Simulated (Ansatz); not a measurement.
# CaSnSe3 (model cell, started as cubic perovskite with Sn in the octahedra): a soft mode frozen in

Which phase does CaSnSe3 (model cell, started as cubic perovskite with Sn in the octahedra) fall into along its unstable mode, and how much energy does it gain?

Method: DFT PBEsol, scalar-relativistic, plane waves, PAW; PAW set soft_1, in Ansatz 0.2.0.

The structure was built from a prototype and need not be the compound's stable phase.

### Step 1. Set-up

Symmetry: Pm-3m, No. 221, cubic system. Conventional cell: a = 5.209 Å, b = 5.209 Å, c = 5.209 Å, α = 90.00°, β = 90.00°, γ = 90.00°. Nearest to Ca lie 12 Se at 3.68 Å. Sn has 6 Se at 2.60 Å nearest. Nearest to Se lie 2 Sn at 2.60 Å and 4 Ca at 3.68 Å. Farther neighbours and most contacts between anions are not listed.

Structure file:

```cif
data_structure
_symmetry_space_group_name_H-M 'Pm-3m'
_symmetry_Int_Tables_number 221
_cell_length_a 5.2087
_cell_length_b 5.2087
_cell_length_c 5.2087
_cell_angle_alpha 90.000
_cell_angle_beta 90.000
_cell_angle_gamma 90.000
_cell_volume 141.31
loop_
_atom_site_label
_atom_site_type_symbol
_atom_site_symmetry_multiplicity
_atom_site_Wyckoff_symbol
_atom_site_fract_x
_atom_site_fract_y
_atom_site_fract_z
_atom_site_occupancy
Ca1 Ca 1 a 0.00000 0.00000 0.00000 1
Sn1 Sn 1 b 0.50000 0.50000 0.50000 1
Se1 Se 3 c 0.50000 0.50000 0.00000 1
```

### Step 2. Response at finite wavevector

The cell comes from relaxations at this level that are not shown. Stability and thermal properties need the whole zone. Linear response on a 2×2×2 q mesh gives force constants as far as a supercell of that size would.

input.yaml

```yaml
crystal:
  lattice:
    - [5.2086939713, 0.0, 0.0]
    - [0.0, 5.2086939713, 0.0]
    - [0.0, 0.0, 5.2086939713]
  atoms:
    - { symbol: Ca, position: [0.0, 0.0, 0.0] }
    - { symbol: Sn, position: [0.5, 0.5, 0.5] }
    - { symbol: Se, position: [0.5, 0.5, 0.0] }
    - { symbol: Se, position: [0.5, 0.0, 0.5] }
    - { symbol: Se, position: [0.0, 0.5, 0.5] }
kpoints:
  mp_grid: { grid: [8, 8, 8] }
hamiltonian:
  xc: pbesol
  pseudopotentials: { kind: paw, azcp: { folder: soft_1 }, xc_functional: pbe }
scf:
  occupations: { method: methfessel_paxton, width: 0.2 }
output:
  eigenvalues: true
phonons:
  method: dfpt
  qmesh: [2, 2, 2]
  temperatures: { t_max: 1000, t_step: 50 }
  qpath:
    path:
      - [[0.0, 0.0, 0.0], [0.0, 0.5, 0.0], [0.5, 0.5, 0.0], [0.0, 0.0, 0.0], [0.5, 0.5, 0.5], [0.0, 0.5, 0.0]]
      - [[0.5, 0.5, 0.5], [0.5, 0.5, 0.0]]
    npoints: 10
```

Run with:

```bash
$ ansatz run input.yaml --threads 4 --pin off --max-ram 16384MiB --backend cpu --events-out ev --progress --plain --runs-dir out
```

Numbers of over 12 decimals in the logs are rounded to 6 here.

What it wrote:

```text
Engine: ansatz 0.2.0, aarch64-unknown-linux-gnu
Pseudopotentials: kind: paw
Pseudopotential: Ca, paw, valence charge 10, recommended cutoff 420 eV (normal), soft_1/Ca.paw.azcp
Pseudopotential: Sn, paw, valence charge 14, recommended cutoff 420 eV (normal), soft_1/Sn.paw.azcp
Pseudopotential: Se, paw, valence charge 16, recommended cutoff 420 eV (normal), soft_1/Se.paw.azcp
Functional definition: PBEsol
  exchange = pbesol_x
  correlation = pbesol_c
Crystal: 5 atoms, lattice volume = 141.314 Å³
Basis set: ecut = 420 eV, 2777 PW (Γ), exchange–correlation on 72×72×72 points (8 copies of the dense FFT grid, shifted against one another)
Bands: 44, of which v1, the nominal top of the filled ones, is band 36 counted from 1 (35 counted from 0)
Symmetry: 48 space group operations
k-points: 35 of 512
Non-local potential: Ca, projectors of the file, l = 0: 3, l = 1: 2, l = 2: 2
Non-local potential: Sn, projectors of the file, l = 0: 2, l = 1: 2, l = 2: 2, l = 3: 1
Non-local potential: Se, projectors of the file, l = 0: 2, l = 1: 2, l = 2: 3, l = 3: 1
PAW form: soft (Blöchl's): semilocal exchange-correlation on the pseudo side does not see the compensation charge
PAW frozen core: Ca, regenerated for the run's functional, and the local potential with it (the file was generated under x = pbe(κ = 0.804, μ = 0.219515), c = pbe(β = 0.066725))
PAW frozen core: Sn, regenerated for the run's functional, and the local potential with it (the file was generated under x = pbe(κ = 0.804, μ = 0.219515), c = pbe(β = 0.066725))
PAW frozen core: Se, regenerated for the run's functional, and the local potential with it (the file was generated under x = pbe(κ = 0.804, μ = 0.219515), c = pbe(β = 0.066725))
PAW one-centre angular grid: Ca, 110 points (default); XC on 64 Gauss nodes
PAW one-centre angular grid: Sn, 590 points (default); XC on 64 Gauss nodes
PAW one-centre angular grid: Se, 590 points (default); XC on 64 Gauss nodes
Initial density: superposition of atomic densities (chi_scale 0.1, normalization cell, long waves kept (reshape's long-wave potential 0.01 eV rms))
Initial wavefunctions: pseudopotential atomic-orbital guess
Functional: x = pbesol(κ = 0.804, μ = 0.123457), c = pbesol(β = 0.046)
SCF iter   1: F=—  HF=-24020.183689 eV  |F-HF|=—  |Δ(HF+E_count)|=         —  Δρ=4.38e-2  dr2=5.60e0  ethr=3.10e-3  ⟨swp⟩=8.7  Hψ=6771  notcnv=0
preconditioner: auto → Kerker (q_TF=auto, 2.438 Å⁻¹)  [metal: Δε(μ)=0.071 eV  Ē_g=6.640 eV  σ=0.200 eV  W_gap=0.29  n_scr=32 (ndim 8)  ℏωp=15.3 eV  f_vac=0.000  D(μ)=2.23/eV (n_scr^D=6)]
SCF iter   2: F=—  HF=-24019.068546 eV  |F-HF|=—  |Δ(HF+E_count)|=    1.12e0  S|Δr|=    0.00e0  Δρ=1.71e-2  dr2=6.72e-1  ethr=3.10e-3  ⟨swp⟩=3.0  Hψ=3027  notcnv=0  defer=25
SCF iter   3: F=—  HF=-24018.892354 eV  |F-HF|=—  |Δ(HF+E_count)|=   1.76e-1  S|Δr|=    0.00e0  Δρ=8.00e-3  dr2=1.63e-1  ethr=9.33e-4  ⟨swp⟩=2.3  Hψ=2726  notcnv=0  defer=28
SCF iter   4: F=—  HF=-24018.851759 eV  |F-HF|=—  |Δ(HF+E_count)|=   4.06e-2  S|Δr|=    0.00e0  Δρ=2.21e-3  dr2=1.83e-2  ethr=2.26e-4  ⟨swp⟩=2.5  Hψ=2773  notcnv=0  defer=29
SCF iter   5: F=—  HF=-24018.845969 eV  |F-HF|=—  |Δ(HF+E_count)|=   5.79e-3  S|Δr|=    0.00e0  Δρ=1.19e-3  dr2=3.59e-3  ethr=2.54e-5  ⟨swp⟩=2.0  Hψ=2901  notcnv=0  defer=28
SCF iter   6: F=—  HF=-24018.845057 eV  |F-HF|=—  |Δ(HF+E_count)|=   9.13e-4  S|Δr|=    0.00e0  Δρ=2.68e-4  dr2=3.35e-4  ethr=4.98e-6  ⟨swp⟩=2.0  Hψ=2272  notcnv=0  defer=29
SCF iter   7: F=—  HF=-24018.845003 eV  |F-HF|=—  |Δ(HF+E_count)|=   5.38e-5  S|Δr|=    0.00e0  Δρ=1.04e-4  dr2=5.60e-5  ethr=4.65e-7  ⟨swp⟩=1.9  Hψ=2008  notcnv=0  defer=29
SCF iter   8: F=—  HF=-24018.844993 eV  |F-HF|=—  |Δ(HF+E_count)|=   9.72e-6  S|Δr|=    0.00e0  Δρ=4.34e-5  dr2=9.25e-6  ethr=7.78e-8  ⟨swp⟩=2.7  Hψ=2798  notcnv=0  defer=29
SCF iter   9: F=—  HF=-24018.844992 eV  |F-HF|=—  |Δ(HF+E_count)|=   1.55e-6  S|Δr|=    0.00e0  Δρ=1.29e-5  dr2=3.71e-7  ethr=1.28e-8  ⟨swp⟩=2.6  Hψ=2198  notcnv=0  defer=29
SCF iter  10: F=—  HF=-24018.844990 eV  |F-HF|=—  |Δ(HF+E_count)|=   1.28e-6  S|Δr|=    0.00e0  Δρ=3.38e-6  dr2=1.66e-8  ethr=5.16e-10  ⟨swp⟩=2.0  Hψ=2762  notcnv=0  defer=30
SCF iter  11: F=—  HF=-24018.844990 eV  |F-HF|=—  |Δ(HF+E_count)|=   1.62e-8  S|Δr|=    0.00e0  Δρ=6.05e-7  dr2=4.25e-10  ethr=2.30e-11  ⟨swp⟩=2.0  Hψ=2204  notcnv=0  defer=30
SCF iter  12: F=—  HF=-24018.844990 eV  |F-HF|=—  |Δ(HF+E_count)|=  4.80e-10  S|Δr|=    0.00e0  Δρ=1.37e-7  dr2=3.31e-11  ethr=1.00e-12  ⟨swp⟩=2.0  Hψ=2750  notcnv=0  defer=30
SCF iter  13: F=-24018.844990 eV  HF=-24018.844990 eV  |F-HF|=7.28e-12  |Δ(HF+E_count)|=  2.91e-11  S|Δr|=    0.00e0  Δρ=4.31e-8  dr2=4.62e-12  ethr=1.00e-12  ⟨swp⟩=11.8  Hψ=8244  notcnv=0
SCF 1 converged in 13 iterations: F = -24018.844990 eV  dr2 = 4.62e-12
  greatest PAW one-centre occupation: 1.000 electrons in one spin orbital (limit 2), on the Se atom at site 3 (counted from 0), in its partial waves of l = 2
Initial density: read from a saved state, or passed on in memory by an earlier SCF of this step, an earlier step, the calling program or the single point that the run made first
iter 1 solved again at ethr=9.31e-8 eV; its pass at ethr=3.10e-3 eV (dr2=6.70e-5 eV) is discarded
SCF iter   1: F=—  HF=-24018.844990 eV  |F-HF|=—  |Δ(HF+E_count)|=         —  Δρ=5.30e-7  dr2=6.46e-10  ethr=9.31e-8  ⟨swp⟩=3.9  Hψ=11248  notcnv=0
eigensolver tolerance schedule: the retry pair's looser diagonalisation over-reported the residual by 103733.42 of it (diagonalisation noise at an unbounded share of the residual, at the tolerance the schedule requests for it); recorded, not acted on — ethr = c·dr2/N_el stays at c = 1.0e-1
preconditioner: auto → LDOS  [metal: Δε(μ)=0.022 eV  Ē_g=8.165 eV  σ=0.200 eV  W_gap=0.09  n_scr=32 (ndim 8)  ℏωp=15.3 eV  f_vac=0.024  D(μ)=2.46/eV (n_scr^D=18)  β→1.0]
SCF iter   2: F=—  HF=-24018.844990 eV  |F-HF|=—  |Δ(HF+E_count)|=   6.89e-7  S|Δr|=    0.00e0  Δρ=8.44e-7  dr2=2.18e-9  ethr=1.00e-12  ⟨swp⟩=4.2  Hψ=4693  notcnv=0
SCF iter   3: F=—  HF=-24018.844990 eV  |F-HF|=—  |Δ(HF+E_count)|=   1.01e-9  S|Δr|=    0.00e0  Δρ=3.36e-7  dr2=2.38e-10  ethr=1.00e-12  ⟨swp⟩=2.5  Hψ=2821  notcnv=0
SCF iter   4: F=—  HF=-24018.844990 eV  |F-HF|=—  |Δ(HF+E_count)|=  7.28e-11  S|Δr|=    0.00e0  Δρ=2.25e-7  dr2=1.25e-10  ethr=1.00e-12  ⟨swp⟩=1.0  Hψ=1540  notcnv=0
SCF iter   5: F=—  HF=-24018.844990 eV  |F-HF|=—  |Δ(HF+E_count)|=  4.00e-11  S|Δr|=    0.00e0  Δρ=1.27e-7  dr2=3.68e-11  ethr=1.00e-12  ⟨swp⟩=1.0  Hψ=1540  notcnv=0
SCF iter   6: F=-24018.844990 eV  HF=-24018.844990 eV  |F-HF|=1.46e-11  |Δ(HF+E_count)|=  1.09e-11  S|Δr|=    0.00e0  Δρ=1.25e-8  dr2=1.88e-13  ethr=1.00e-12  ⟨swp⟩=3.5  Hψ=4951  notcnv=0
SCF 2 converged in 6 iterations: F = -24018.844990 eV  dr2 = 1.88e-13
  greatest PAW one-centre occupation: 1.000 electrons in one spin orbital (limit 2), on the Se atom at site 4 (counted from 0), in its partial waves of l = 2
phonons: the bands overlap, so this run is a metal and interpolates without the dipole-dipole term. If the crystal is really an insulator or semiconductor, its LO-TO splitting is missing
NSCF: frozen V_eff on 35 k-points
WARN: eigensolver did not converge (k=1): 1 band(s) unlocked after 20 sweeps at ethr=1.19e-12 eV (storage-precision floor; scheduled 1.00e-12 eV) (lowest unlocked band 43, counted from 0; max residual 9.75e-6 eV among the unlocked bands, 9.75e-6 eV over every band; other slots of this pass that fall short are told together in one closing line; warning suppressed until the next SCF loop or pass starts)
NSCF: frozen V_eff on 125 k-points
DFPT response loops at q = (0, 0, 0) (fractional): preconditioner auto → Kerker (q_TF=auto, 2.438 Å⁻¹) (partly filled bands, converged f_vac=0.024); β = 1.00, the filter's whole step (`scf.mixing.beta` (0.50) is not read by the response loops under this deck's `scf.mixing.preconditioner`; to damp them name `kerker` or `kerker_dos`, under which they read `scf.mixing.beta`, and type it under 1.00, their step now; both keys bind the ground state too); Broyden in place of MSR1
NSCF: frozen V_eff on 250 k-points
DFPT response loops at q = (0, 0, -0.5) (fractional): mixed as the last ones told, above
NSCF: frozen V_eff on 250 k-points
DFPT response loops at q = (0, -0.5, -0.5) (fractional): mixed as the last ones told, above
NSCF: frozen V_eff on 250 k-points
DFPT response loops at q = (-0.5, -0.5, -0.5) (fractional): mixed as the last ones told, above
SCF converged after 13 iterations
Stability not checked: this state was not tested for a lower state beside it, because cold or Methfessel-Paxton smearing, or corrected tetrahedra, fill the levels in a way that the test cannot read (fill_not_monotonic; see scf.lower_state_search)
Free energy (F): -24018.844990 eV
Harris-Foulkes:  -24018.844990 eV  (|F-HF|=7.28e-12)
Internal energy: -24018.838258 eV  (E = F + TS)
E sigma→0 (E₀):  -24018.843307 eV
Entropy (-TS):   -0.006733 eV (-1.347 meV/atom)
Fermi energy:    7.051500 eV
--- Per-component energies (eV) ---
  E_band       = -1464.012311
  E_kinetic    = 752.948683
  E_local      = -10836.481087  (includes V_loc(G=0)·N_el)
  E_nonlocal   = -820.543456
  E_hartree    = 5457.193413
  E_xc         = -504.375947
  E_vxc        = -508.549214  (∫ρ·V_xc dr)
  E_paw        = -11399.711033  (= ΣΔE_a)
  E_vpaw       = -965.773360  (= ΣTr[D̂ρ^β])
  E_aug_tail   = -0.000794  (compensation charges beyond the density's cutoff)
  E_ewald      = -6671.297027
  E_core_change = 3.428989  (= ΣΔE_core)
  E_smearing   = -0.006733  (= −TS)
  E_closure    = -0.000000  (closes the sum)
  Σ components = -24018.844990   (vs F -24018.844990, Δ=0.00e0)
--- Band table (eV; the first three rows and the last of 35) ---
  k-point 0: bands = [... 32 lower, 6.0934, 6.0934, 6.2174, 6.2174, 6.2174, 8.4943, 9.3452, 9.3452, ... 4 higher]
  k-point 1: bands = [... 32 lower, 5.9909, 5.9909, 6.0729, 6.1747, 6.1747, 8.8612, 9.4324, 9.5343, ... 4 higher]
  k-point 2: bands = [... 32 lower, 5.7110, 5.7269, 6.1264, 6.1264, 6.1929, 9.5651, 9.7253, 9.7596, ... 4 higher]
  k-point 34: bands = [... 32 lower, 6.1844, 7.3829, 7.3829, 7.3829, 8.6684, 9.1843, 9.1843, 9.1843, ... 4 higher]
--- Phonons (Γ-DFPT): 4 representative perturbations + reference (Σ response iterations 12) ---
  ASR residual: 3.395e-5 → 0.000e0 eV/Å²; symmetrization residual: 2.582e-5 eV/Å²
  ASR residual per site (eV/Å²): 1.55e-5 3.17e-5 3.40e-5 3.40e-5 3.40e-5
  Γ frequencies (cm⁻¹): -117.34 -117.34 -117.34 -71.60 -71.60 -71.60 -32.47 -32.47 -32.47 0.00 0.00 0.00 234.97 234.97 234.97
--- Phonons (arbitrary-q DFPT): 4 irreducible q on the 2×2×2 mesh ---
  q = [0.0000, 0.0000, 0.0000] (star 1, of the zone-centre solve; hermiticity 4.48e-6, symmetrization 1.25e-11): -117.34 -117.34 -117.34 -71.60 -71.60 -71.60 -32.47 -32.47 -32.47 0.00 0.00 0.00 234.97 234.97 234.97
  q = [0.0000, 0.0000, -0.5000] (star 3, 9 solved perturbations in 975 linear systems a pass and spin channel, the states on 125 of 512 k-point pairs; hermiticity 2.48e-6, symmetrization 3.16e-9): -107.04 -107.04 -75.76 -69.72 -69.72 -68.45 -66.70 -37.60 -37.60 29.42 29.42 161.60 202.73 235.29 235.29
  q = [0.0000, -0.5000, -0.5000] (star 3, 9 solved perturbations in 975 linear systems a pass and spin channel, the states on 125 of 512 k-point pairs; hermiticity 4.38e-6, symmetrization 6.23e-9): -114.30 -114.30 -92.65 -78.74 -67.81 -67.81 18.80 25.24 25.24 47.00 167.57 167.57 190.49 218.15 235.75
  q = [-0.5000, -0.5000, -0.5000] (star 1, 4 solved perturbations in 350 linear systems a pass and spin channel, the states on 125 of 512 k-point pairs; hermiticity 1.98e-6, symmetrization 5.70e-9): -117.82 -117.82 -117.82 -96.83 -96.83 -96.83 59.41 59.41 59.41 171.99 171.99 171.99 188.80 188.80 233.28
  sum rule: each row above includes the acoustic sum rule's correction from the zone centre's row sums; it moved no ω² by more than (0.34 cm⁻¹)²
  mesh force constants: q→R imaginary residual 3.43e-18; ASR residual 3.395e-5 → 0.000e0 eV/Å²; symmetrization residual 7.105e-15 eV/Å²
  interpolated dispersion: 62 rows × 15 modes
  density of states and harmonic sums: on the 12×12×12 q-mesh, interpolated from the force constants of a 2×2×2 supercell (no non-analytic term)
  largest difference from the sums on the solved wave vectors: F 6.71e-2 eV, S 1.08e-4 and C_V 4.06e-5 eV/K
  zero-point energy: 0.064288 eV/cell   skipped modes (ω ≤ 0): 629, of them read as no rigid motion or as one in doubt: 626 (7.402e0 modes/cell left out, lowest -117.82 cm⁻¹)   left out of the sums: 4.94e-1 of the cell's modes: C_V's classical limit lies that fraction below 3 k_B per atom; for a crystal, a wire or a layer, F and S can be off by more, and a phonons.interpolated_qmesh denser along its periods is the remedy for the sampling
```

It took 7 min on 4 threads of Arm Neoverse V2, shared host; peak memory 2.1 GiB.

This step gave:

* volume per atom: 28.26 Å³
* gap on the k-mesh: 0 eV
* sum-rule residual before enforcement: 3.40e-5 eV/Å²
* lowest frequency on the path: -117.8 cm⁻¹
* point group: m-3m
* highest frequency on the path or at a solved wavevector: 236.1 cm⁻¹
* highest optical mode at the zone centre (no LO-TO term): 235.0 cm⁻¹
* lowest optical zone-centre mode: -117.3 cm⁻¹
* lowest mode on the q mesh (acoustic modes at Γ apart): -117.8 cm⁻¹

Frequencies (cm⁻¹) solved at each irreducible wavevector; negative means imaginary. Frequencies by wavevector, by row:

```
q in reciprocal lattice units  star  mode 1  mode 2  mode 3  mode 4  mode 13  mode 14  mode 15
                        0 0 0     1  -117.3  -117.3  -117.3   -71.6      235      235      235
                     0 0 -0.5     3    -107    -107   -75.8   -69.7    202.7    235.3    235.3
                  0 -0.5 -0.5     3  -114.3  -114.3   -92.7   -78.7    190.5    218.2    235.8
               -0.5 -0.5 -0.5     1  -117.8  -117.8  -117.8   -96.8    188.8    188.8    233.3
```

Interpolated from a 2×2×2 q mesh. Phonon branches along the path, in cm⁻¹:

```
    point  branch 1  branch 2  branch 3  branch 4  branch 12  branch 13  branch 14  branch 15
        Γ      -117      -117      -117       -72          0        235        235        235
  halfway      -112      -112      -102       -74        102        225        235        235
        X      -107      -107       -76       -70        162        203        235        235
  halfway      -111      -102       -97       -87        165        201        229        236
        M      -114      -114       -93       -79        168        190        218        236
  halfway      -114      -106       -95       -82        108        221        230        235
        Γ      -117      -117      -117       -72          0        235        235        235
  halfway      -111      -111       -88       -86        115        221        221        236
        R      -118      -118      -118       -97        172        189        189        233
  halfway      -109      -106      -106       -90        167        200        221        236
        X      -107      -107       -76       -70        162        203        235        235
jump to R      -118      -118      -118       -97        172        189        189        233
  halfway      -114      -114      -103       -95        170        190        210        235
        M      -114      -114       -93       -79        168        190        218        236
```

Symmetry leaves 4 wavevectors to solve. The lowest mode among them, the acoustic zeros apart, lies at q = (-0.5, -0.5, -0.5) and is imaginary, 117.8i cm⁻¹, so the energy falls along it.

### Step 3. The mode frozen in, largest atomic shift 0 Å

The mode followed lies at q = (-0.5, -0.5, -0.5) with frequency 117.8i cm⁻¹ and is 3-fold degenerate, the softest among the wavevectors solved. At small amplitude the distorted cell has space group no. 166 by a symmetry search on the positions. The undistorted cell that holds it gives the zero of energy on the same k mesh.

System of this step: CaSnSe3 (model cell, started as cubic perovskite with Sn in the octahedra). Symmetry: Pm-3m, No. 221, cubic system. The conventional cell has a = 5.209 Å, b = 5.209 Å, c = 5.209 Å, α = 90.00°, β = 90.00°, γ = 90.00°. Nearest to Ca lie 12 Se at 3.68 Å. Nearest to Sn lie 6 Se at 2.60 Å. Nearest to Se lie 2 Sn at 2.60 Å and 4 Ca at 3.68 Å. Farther neighbours and most contacts between anions are not listed.

input.yaml, the sections that differ from step 2:

```yaml
crystal:
  lattice:
    - [5.2086939713, 5.2086939713, 0.0]
    - [5.2086939713, 0.0, 5.2086939713]
    - [5.2086939713, 0.0, -5.2086939713]
  atoms:
    - { symbol: Ca, position: [0.0, 0.0, 0.0] }
    - { symbol: Ca, position: [0.0, 0.5, 0.5] }
    - { symbol: Sn, position: [0.5, 0.25, 0.75] }
    - { symbol: Sn, position: [0.5, 0.75, 0.25] }
    - { symbol: Se, position: [0.5, 0.0, 1.0] }
    - { symbol: Se, position: [0.5, 0.5, 0.5] }
    - { symbol: Se, position: [0.0, 0.0, 0.5] }
    - { symbol: Se, position: [0.0, 0.5, 1.0] }
    - { symbol: Se, position: [0.5, 0.5, 1.0] }
    - { symbol: Se, position: [0.5, 0.0, 0.5] }
output:
  forces: true
  stress: true
  eigenvalues: true
# kpoints, hamiltonian, scf: as in step 2
# phonons: removed
```

What it wrote:

```text
[...]
Crystal: 10 atoms, lattice volume = 282.629 Å³
Basis set: ecut = 420 eV, 5577 PW (Γ), exchange–correlation on 100×100×100 points (8 copies of the dense FFT grid, shifted against one another)
Bands: 87, of which v1, the nominal top of the filled ones, is band 72 counted from 1 (71 counted from 0)
Symmetry: 96 space group operations
[...]
k-points: 29 of 512
[...]
k-point 0: bands = [... 68 lower, 6.2119, 6.2119, 7.3708, 7.3708, 7.3708, 8.4865, 8.6613, 9.1988, ... 11 higher]
  k-point 1: bands = [... 68 lower, 6.2176, 6.2176, 7.2026, 7.2026, 7.3068, 8.7641, 8.8024, 9.0086, ... 11 higher]
  k-point 2: bands = [... 68 lower, 6.2753, 6.2753, 6.9544, 6.9544, 7.1341, 8.3749, 9.1866, 9.3242, ... 11 higher]
  k-point 28: bands = [... 68 lower, 5.9100, 5.9100, 6.5756, 6.5756, 8.5140, 8.5140, 9.7984, 9.7984, ... 11 higher]
[key lines of the parts left out:]
SCF converged after 10 iterations
Free energy (F): -48037.670706 eV
Fermi energy:    6.991259 eV
P = ⅓ Tr σ = 0.0833 GPa (0.833 kbar)
```

The job ended after 13 s (4 threads; peak memory 1.1 GiB; 50 s of CPU time).

This step gave:

```
pressure                         : 0.08326 GPa
energy from the undistorted cell : 0 meV/atom
```

The run ends at a pressure of 0.08 GPa.

(Continued in part 2 of 3.)

[Logs are printed without paths, hosts, clocks, repeated set-up lines and the standing remarks that a program may print on its own settings, such as how far it seeks lower states.]

[Hosts, paths, dates, database ids (printed as entryN), source tags and the programs' standing remarks are cut or masked in the printed files.]
